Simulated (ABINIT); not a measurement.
# LiF (Griceite): G0W0 on several meshes in ABINIT

Aim: the GW shift of LiF (Griceite) against the k mesh.

Method: PBE and many-body steps on it, plane waves, in ABINIT 10.8.3.

### Step 1. Set-up

The structure is cubic, space group Fm-3m (No. 225). Conventional cell: a = 4.028 Å, b = 4.028 Å, c = 4.028 Å, α = 90.00°, β = 90.00°, γ = 90.00°. Nearest to Li lie 6 F at 2.01 Å. Nearest to F lie 6 Li at 2.01 Å. Farther neighbours and most contacts between anions are not listed.

The cell and positions come from the Crystallography Open Database and are kept as given unless a step says otherwise.

### Step 2. Empty states on the mesh, 8×8×8 mesh, 309 bands

This step: ABINIT 10.8.3; DFT, PBE, plane waves, norm-conserving pseudopotentials.

The sums over transitions need many empty states on a uniform mesh; this step solves for them.

run.abi

```
acell 3*1.0 Angstrom
rprim 
  -0.000000000000 2.014000000000 2.014000000000
  2.014000000000 -0.000000000000 2.014000000000
  2.014000000000 2.014000000000 -0.000000000000
ntypat 2
znucl 3 9
natom 2
typat 1 2
xred 
  0.000000000000 0.000000000000 0.000000000000
  0.500000000000 0.500000000000 0.500000000000
pp_dirpath "pseudos"
pseudos "Li.upf, F.upf"
ecut 36
ngkpt 8 8 8
nshiftk 1
shiftk 0 0 0
kptopt 1
chksymbreak 0
irdden 1
istwfk *1
nband 309
prtvol 0
optdriver 6
gwr_task "HDIAGO"
paral_kgb 0
occopt 1
indata_prefix "in"
outdata_prefix "out"
tmpdata_prefix "tmp"
```

Command:

```
$ OMP_NUM_THREADS=1 mpirun -n 4 abinit run.abi > log
```

The log of the run:

```text
.Version 10.8.3 of ABINIT. v10.8.2 released Aug 2026.

 Symmetries : space group Fm -3 m (#225); Bravais cF (face-center cubic)
[... echo of the input left out ...]
== DATASET  1 ==================================================================
-   mpi_nproc: 4, omp_nthreads: 1 (-1 if OMP is not activated)

--- !DatasetInfo
iteration_state: {dtset: 1, }
dimensions: {natom: 2, nkpt: 29, mband: 309, nsppol: 1, nspinor: 1, nspden: 1, mpw: 1158, }
cutoff_energies: {ecut:  36.0, pawecutdg:  -1.0, }
[...]
Direct band gap semiconductor
 Fundamental gap:     9.115 (eV)
   VBM:    -0.974 (eV) at k: [ 0.0000E+00,  0.0000E+00,  0.0000E+00]
   CBM:     8.141 (eV) at k: [ 0.0000E+00,  0.0000E+00,  0.0000E+00]
 Direct gap:         9.115 (eV) at k: [ 0.0000E+00,  0.0000E+00,  0.0000E+00]

== END DATASET(S) ==============================================================
================================================================================

 -outvars: echo values of variables after computation  --------
           etotal      0.0000000000E+00
            nband         309
             nkpt          29
          spgroup         225
 [... the other variables as echoed above ...]

 Calculation completed.
```

Wall time 16 s (4 MPI ranks of Intel Xeon Platinum 8375C at 2.90GHz (Ice Lake), shared host); peak memory 0.49 GiB; 62 s of CPU time.

Numbers from this step:

```yaml
gap: 9.115 eV
k_of_the_valence_top: 0, 0, 0
k_of_the_conduction_bottom: 0, 0, 0
least_direct_gap: 9.115 eV
k_points_computed: 29
lowest_point_of_the_top_converged_band_above_the_valence_top: 384.5253 eV
```

On this mesh the gap is 9.115 eV.

The density comes from a self-consistent run that is not shown.

### Step 3. Screening, 8×8×8 mesh, 126 bands, screening to 283 eV

The RPA dielectric matrix is built and inverted for each q.

This step: RPA screening on PBE, plane waves, norm-conserving pseudopotentials.

Edit run.abi of step 2 so:

```diff
@@ -20,10 +20,11 @@
 chksymbreak 0
-irdden 1
 istwfk *1
-nband 309
-prtvol 0
-optdriver 6
-gwr_task "HDIAGO"
-paral_kgb 0
 occopt 1
+irdwfk 1
+optdriver 3
+nband 126
+ecuteps 10.4
+inclvkb 2
+awtr 1
+symchi 1
 indata_prefix "in"
```

The log of the run:

```text
.Version 10.8.3 of ABINIT. v10.8.2 released Aug 2026.

 Symmetries : space group Fm -3 m (#225); Bravais cF (face-center cubic)
[... echo of the input left out ...]
== DATASET  1 ==================================================================
-   mpi_nproc: 4, omp_nthreads: 1 (-1 if OMP is not activated)

--- !DatasetInfo
iteration_state: {dtset: 1, }
dimensions: {natom: 2, nkpt: 29, mband: 126, nsppol: 1, nspinor: 1, nspden: 1, mpw: 1158, }
cutoff_energies: {ecut:  36.0, pawecutdg:  -1.0, }
electrons: {nelect:   1.00000000E+01, charge:   0.00000000E+00, occopt:   1.00000000E+00, tsmear:   1.00000000E-02, }

 SCREENING: Calculation of the susceptibility and dielectric matrices

 Based on a program developped by R.W. Godby, V. Olevano, G. Onida, and L. Reining.
 Incorporated in ABINIT by V. Olevano, G.-M. Rignanese, and M. Torrent.
.Using double precision arithmetic ; gwpc =  8

[... cell and pseudopotentials left out ...]
--------------------------------------------------------------------------------

 ==== K-mesh for the wavefunctions ====
 Number of points in the irreducible wedge :    29
[... list of points left out ...]
 Together with 48 symmetry operations and time-reversal symmetry
 yields   512 points in the full Brillouin Zone.

 ==== Q-mesh for the screening function ====
 Number of points in the irreducible wedge :    29
[... list of points left out ...]
 Together with 48 symmetry operations and time-reversal symmetry
 yields   512 points in the full Brillouin Zone.

 setmesh: FFT mesh size selected  =    24x   24x   24
          total number of points  =        13824

 vcoul_init : cutoff-mode = AUXILIARY_FUNCTION
 q-points for optical limit:   1
     1)      0.000010    0.000020    0.000030

- screening: taking advantage of time-reversal symmetry
- Maximum band index for partially occupied states nbvw = 5
- Remaining bands to be divided among processors   nbcw = 121
- Number of bands treated by each node ~30

 Number of electrons calculated from density =   10.0000; Expected =   10.0000
 average of density, n =  0.090697
 r_s =    1.3807
 omega_plasma =   29.0505 [eV]

 calculating chi0 at frequencies [eV] :
  1    0.000000E+00    0.000000E+00
  2    0.000000E+00    2.905047E+01

--------------------------------------------------------------------------------
  q-point number  1        q = ( 0.000000, 0.000000, 0.000000) [r.l.u.]
--------------------------------------------------------------------------------
[... chi0 elements left out ...]
 For q-point:  0.000010 0.000020 0.000030
  dielectric constant =   1.9652
  dielectric constant without local fields =   2.0784

  Average fulfillment of the sum rule on Im[epsilon] for q-point    1 :     86.29  [%]
[... wings left out ...]
  q-point number  2        q = ( 0.125000, 0.000000, 0.000000) [r.l.u.]
--------------------------------------------------------------------------------
[... chi0 elements left out ...]
  Average fulfillment of the sum rule on Im[epsilon] for q-point    2 :     96.91  [%]

 [... 27 further q-points ...]
```

It took 5.7 min on 4 MPI ranks; peak memory 1.5 GiB; 23 min of CPU time.

Numbers from this step:

- ε∞ with local fields, on this mesh, along the program's q direction: 1.965
- the same without local fields: 2.078
- plasma frequency: 29.05 eV
- plane waves in the screening matrix: 169

Local fields lower ε∞ by 5 %.

### Step 4. 8×8×8

The self-energy is evaluated for the states that the input lists, and the levels follow from it, in one-shot runs by the linearised quasiparticle equation.

This step: G0W0 on PBE, plane waves, norm-conserving pseudopotentials.

Edit run.abi of step 3 so:

```diff
@@ -23,8 +23,15 @@
 irdwfk 1
-optdriver 3
+optdriver 4
 nband 126
+gwcalctyp 0
+ecutsigx 36
+symsigma 1
+nkptgw 1
+kptgw 
+  0.0000000000 0.0000000000 0.0000000000
+bdgw 
+  3 9
 ecuteps 10.4
-inclvkb 2
-awtr 1
-symchi 1
+irdscr 1
+ppmodel 1
 indata_prefix "in"
```

The log of the run:

```text
.Version 10.8.3 of ABINIT. v10.8.2 released Aug 2026.

 Symmetries : space group Fm -3 m (#225); Bravais cF (face-center cubic)
[... echo of the input left out ...]
== DATASET  1 ==================================================================
-   mpi_nproc: 4, omp_nthreads: 1 (-1 if OMP is not activated)

--- !DatasetInfo
iteration_state: {dtset: 1, }
dimensions: {natom: 2, nkpt: 29, mband: 126, nsppol: 1, nspinor: 1, nspden: 1, mpw: 1158, }
cutoff_energies: {ecut:  36.0, pawecutdg:  -1.0, }
electrons: {nelect:   1.00000000E+01, charge:   0.00000000E+00, occopt:   1.00000000E+00, tsmear:   1.00000000E-02, }

 SIGMA: Calculation of the GW corrections

 Based on a program developped by R.W. Godby, V. Olevano, G. Onida, and L. Reining.
 Incorporated in ABINIT by V. Olevano, G.-M. Rignanese, and M. Torrent.
.Using double precision arithmetic ; gwpc =  8

[... cell and pseudopotentials left out ...]
--------------------------------------------------------------------------------

 ==== K-mesh for the wavefunctions ====
 Number of points in the irreducible wedge :    29
[... list of points left out ...]
 Together with 48 symmetry operations and time-reversal symmetry
 yields   512 points in the full Brillouin Zone.

 ==== Q-mesh for screening function ====
 Number of points in the irreducible wedge :    29
[... list of points left out ...]
 Together with 48 symmetry operations and time-reversal symmetry
 yields   512 points in the full Brillouin Zone.

 vcoul_init : cutoff-mode = AUXILIARY_FUNCTION
 q-points for optical limit:   1
     1)      0.000010    0.000020    0.000030
 setmesh: FFT mesh size selected  =    30x   30x   30
          total number of points  =        27000

 Number of electrons calculated from density =   10.0000; Expected =   10.0000
 average of density, n =  0.090697
 r_s =    1.3807
 omega_plasma =   29.0505 [eV]

 === KS Band Gaps ===
  >>>> For spin  1
   Minimum direct gap =   9.1146 [eV], located at k-point      :   0.0000  0.0000  0.0000
   Fundamental gap    =   9.1146 [eV], Top of valence bands at :   0.0000  0.0000  0.0000
                                       Bottom of conduction at :   0.0000  0.0000  0.0000
 SIGMA fundamental parameters:
 PLASMON POLE MODEL  1
 number of plane-waves for SigmaX                 1139
 number of plane-waves for SigmaC and W            169
 number of plane-waves for wavefunctions          1139
 number of bands                                   126
 number of independent spin polarizations            1
 number of spinorial components                      1
 number of k-points in IBZ                          29
 number of q-points in IBZ                          29
 number of symmetry operations                      48
 number of k-points in BZ                          512
 number of q-points in BZ                          512
 number of frequencies for dSigma/dE                 9
 frequency step for dSigma/dE [eV]                0.25
 number of omega for Sigma on real axis              0
 max omega for Sigma on real axis  [eV]           0.00
 zcut for avoiding poles [eV]                     0.10

 EPSILON^-1 parameters (SCR file):
 dimension of the eps^-1 matrix on file            169
 dimension of the eps^-1 matrix used               169
 number of plane-waves for wavefunctions          1139
 number of bands                                   126
 number of q-points in IBZ                          29
 number of frequencies                               2
 number of real frequencies                          1
 number of imag frequencies                          1

 matrix elements of self-energy operator (all in [eV])

 Perturbative Calculation

--- !SelfEnergy_ee
iteration_state: {dtset: 1, }
kpoint     : [   0.000,    0.000,    0.000, ]
spin       : 1
KS_gap     :    9.115
QP_gap     :   13.422
Delta_QP_KS:    4.308
data: !SigmaeeData |
     Band     E0 <VxcDFT>   SigX SigC(E0)      Z dSigC/dE  Sig(E)    E-E0       E
        3  -0.974 -23.053 -30.736   4.364   0.826  -0.210 -25.795  -2.742  -3.716
        4  -0.974 -23.053 -30.736   4.364   0.826  -0.210 -25.795  -2.742  -3.716
        5  -0.974 -23.053 -30.736   4.364   0.826  -0.210 -25.795  -2.742  -3.716
        6   8.141 -11.451  -6.603  -3.090   0.891  -0.123  -9.885   1.566   9.706
        7  23.017 -10.011  -3.078  -4.139   0.884  -0.131  -7.541   2.470  25.487
        8  23.017 -10.011  -3.078  -4.139   0.884  -0.131  -7.541   2.470  25.487
        9  23.017 -10.011  -3.078  -4.139   0.884  -0.131  -7.541   2.470  25.487

== END DATASET(S) ==============================================================
================================================================================

 -outvars: echo values of variables after computation  --------
           etotal      0.0000000000E+00
            nband         126
             nkpt          29
          spgroup         225
 [... the other variables as echoed above ...]

 Calculation completed.
```

The job ended after 18 s (4 MPI ranks; peak memory 1.3 GiB).

This step gave:

- G0W0 gap on the points computed: 13.42 eV
- starting gap on the mesh: 9.115 eV
- k of the valence top: 0, 0, 0
- k of the conduction bottom: 0, 0, 0
- Z at the valence top: 0.826
- Z at the conduction bottom: 0.891
- least direct G0W0 gap on the computed points: 13.42 eV

The gap on the mesh goes from 9.11 eV to 13.42 eV, a correction of +4.31 eV.

### Step 5. Empty states on the mesh, 6×6×6 mesh, 134 bands

This step: DFT, PBE, plane waves, norm-conserving pseudopotentials.

Edit run.abi of step 4 so:

```diff
@@ -15,3 +15,3 @@
 ecut 36
-ngkpt 8 8 8
+ngkpt 6 6 6
 nshiftk 1
@@ -20,18 +20,10 @@
 chksymbreak 0
+irdden 1
 istwfk *1
+nband 134
+prtvol 0
+optdriver 6
+gwr_task "HDIAGO"
+paral_kgb 0
 occopt 1
-irdwfk 1
-optdriver 4
-nband 126
-gwcalctyp 0
-ecutsigx 36
-symsigma 1
-nkptgw 1
-kptgw 
-  0.0000000000 0.0000000000 0.0000000000
-bdgw 
-  3 9
-ecuteps 10.4
-irdscr 1
-ppmodel 1
 indata_prefix "in"
```

The log of the run:

```text
[banner, memory and clock lines left out]
.Version 10.8.3 of ABINIT. v10.8.2 released Aug 2026.

 Symmetries : space group Fm -3 m (#225); Bravais cF (face-center cubic)
[... echo of the input left out ...]
== DATASET  1 ==================================================================
-   mpi_nproc: 4, omp_nthreads: 1 (-1 if OMP is not activated)

--- !DatasetInfo
iteration_state: {dtset: 1, }
dimensions: {natom: 2, nkpt: 16, mband: 134, nsppol: 1, nspinor: 1, nspden: 1, mpw: 1158, }
cutoff_energies: {ecut:  36.0, pawecutdg:  -1.0, }
[...]
Integrated=    1.0000E+01

 === KS gaps after direct diagonalization ===
 Direct band gap semiconductor
 Fundamental gap:     9.115 (eV)
   VBM:    -0.974 (eV) at k: [ 0.0000E+00,  0.0000E+00,  0.0000E+00]
   CBM:     8.141 (eV) at k: [ 0.0000E+00,  0.0000E+00,  0.0000E+00]
 Direct gap:         9.115 (eV) at k: [ 0.0000E+00,  0.0000E+00,  0.0000E+00]

== END DATASET(S) ==============================================================

 -outvars: echo values of variables after computation  --------
           etotal      0.0000000000E+00
            nband         134
             nkpt          16
          spgroup         225
 [... the other variables as echoed above ...]

 Calculation completed.
```

It took 9.2 s on 4 MPI ranks; peak memory 0.38 GiB.

Numbers from this step:

```
gap                                                           : 9.115 eV
k of the valence top                                          : 0, 0, 0
k of the conduction bottom                                    : 0, 0, 0
least direct gap                                              : 9.115 eV
k points computed                                             : 16
lowest point of the top converged band, above the valence top : 206.6220 eV
```

On this mesh the gap is 9.115 eV.

### Step 6. Screening, 6×6×6 mesh, 126 bands, screening to 283 eV

This step: RPA screening on PBE, plane waves, norm-conserving pseudopotentials.

Edit run.abi of step 5 so:

```diff
@@ -20,10 +20,11 @@
 chksymbreak 0
-irdden 1
 istwfk *1
-nband 134
-prtvol 0
-optdriver 6
-gwr_task "HDIAGO"
-paral_kgb 0
 occopt 1
+irdwfk 1
+optdriver 3
+nband 126
+ecuteps 10.4
+inclvkb 2
+awtr 1
+symchi 1
 indata_prefix "in"
```

The log of the run:

```text
.Version 10.8.3 of ABINIT. v10.8.2 released Aug 2026.

 Symmetries : space group Fm -3 m (#225); Bravais cF (face-center cubic)
[... echo of the input left out ...]
== DATASET  1 ==================================================================
-   mpi_nproc: 4, omp_nthreads: 1 (-1 if OMP is not activated)

--- !DatasetInfo
iteration_state: {dtset: 1, }
dimensions: {natom: 2, nkpt: 16, mband: 126, nsppol: 1, nspinor: 1, nspden: 1, mpw: 1158, }
cutoff_energies: {ecut:  36.0, pawecutdg:  -1.0, }
electrons: {nelect:   1.00000000E+01, charge:   0.00000000E+00, occopt:   1.00000000E+00, tsmear:   1.00000000E-02, }

 SCREENING: Calculation of the susceptibility and dielectric matrices

 Based on a program developped by R.W. Godby, V. Olevano, G. Onida, and L. Reining.
 Incorporated in ABINIT by V. Olevano, G.-M. Rignanese, and M. Torrent.
.Using double precision arithmetic ; gwpc =  8

[... cell and pseudopotentials left out ...]
--------------------------------------------------------------------------------

 ==== K-mesh for the wavefunctions ====
 Number of points in the irreducible wedge :    16
[... list of points left out ...]
 Together with 48 symmetry operations and time-reversal symmetry
 yields   216 points in the full Brillouin Zone.

 ==== Q-mesh for the screening function ====
 Number of points in the irreducible wedge :    16
[... list of points left out ...]
 Together with 48 symmetry operations and time-reversal symmetry
 yields   216 points in the full Brillouin Zone.

 setmesh: FFT mesh size selected  =    24x   24x   24
          total number of points  =        13824

 vcoul_init : cutoff-mode = AUXILIARY_FUNCTION
 q-points for optical limit:   1
     1)      0.000010    0.000020    0.000030

- screening: taking advantage of time-reversal symmetry
- Maximum band index for partially occupied states nbvw = 5
- Remaining bands to be divided among processors   nbcw = 121
- Number of bands treated by each node ~30

 Number of electrons calculated from density =   10.0000; Expected =   10.0000
 average of density, n =  0.090697
 r_s =    1.3807
 omega_plasma =   29.0505 [eV]

 calculating chi0 at frequencies [eV] :
  1    0.000000E+00    0.000000E+00
  2    0.000000E+00    2.905047E+01

--------------------------------------------------------------------------------
  q-point number  1        q = ( 0.000000, 0.000000, 0.000000) [r.l.u.]
--------------------------------------------------------------------------------
[... chi0 elements left out ...]
 For q-point:  0.000010 0.000020 0.000030
  dielectric constant =   1.9651
  dielectric constant without local fields =   2.0782

  Average fulfillment of the sum rule on Im[epsilon] for q-point    1 :     86.35  [%]
[... wings left out ...]
  q-point number  2        q = ( 0.166667, 0.000000, 0.000000) [r.l.u.]
--------------------------------------------------------------------------------
[... chi0 elements left out ...]
  Average fulfillment of the sum rule on Im[epsilon] for q-point    2 :     96.17  [%]

 [... 14 further q-points ...]
```

Elapsed: 96 s, on 4 MPI ranks; peak memory 0.9 GiB.

This step gave:

```yaml
eps_infinity_with_local_fields_on_this_mesh_along_the_program_s_q_direction: 1.965
the_same_without_local_fields: 2.078
plasma_frequency: 29.05 eV
plane_waves_in_the_screening_matrix: 169
```

(Part 1 of 2 ends here.)

[Paths, hosts, dates, memory and timing lines, banners, echoed tables and standing remarks are left out of the program output.]

[Logs are printed without paths, hosts, clocks, repeated set-up lines and the standing remarks that a program may print on its own settings, such as how far it seeks lower states.]

[Runs of the session that timed out or met a known fault of the program may be left out.]

[No measured gap is set beside runs whose start may be inverted or whose files or cutoffs have a known fault.]

[Hosts, paths, dates, database ids (printed as entryN), source tags and the programs' standing remarks are cut or masked in the printed files.]

[G0W0 gaps are taken among the corrected bands and points alone; a level outside them can change the order at an edge.]

[Where Ansatz stands beside ABINIT at settings called matched, ABINIT's density can come from a denser mesh and the files from another edition; pairs whose starting gaps differed by over 0.03 eV were left out, so agreement reads better than it is.]
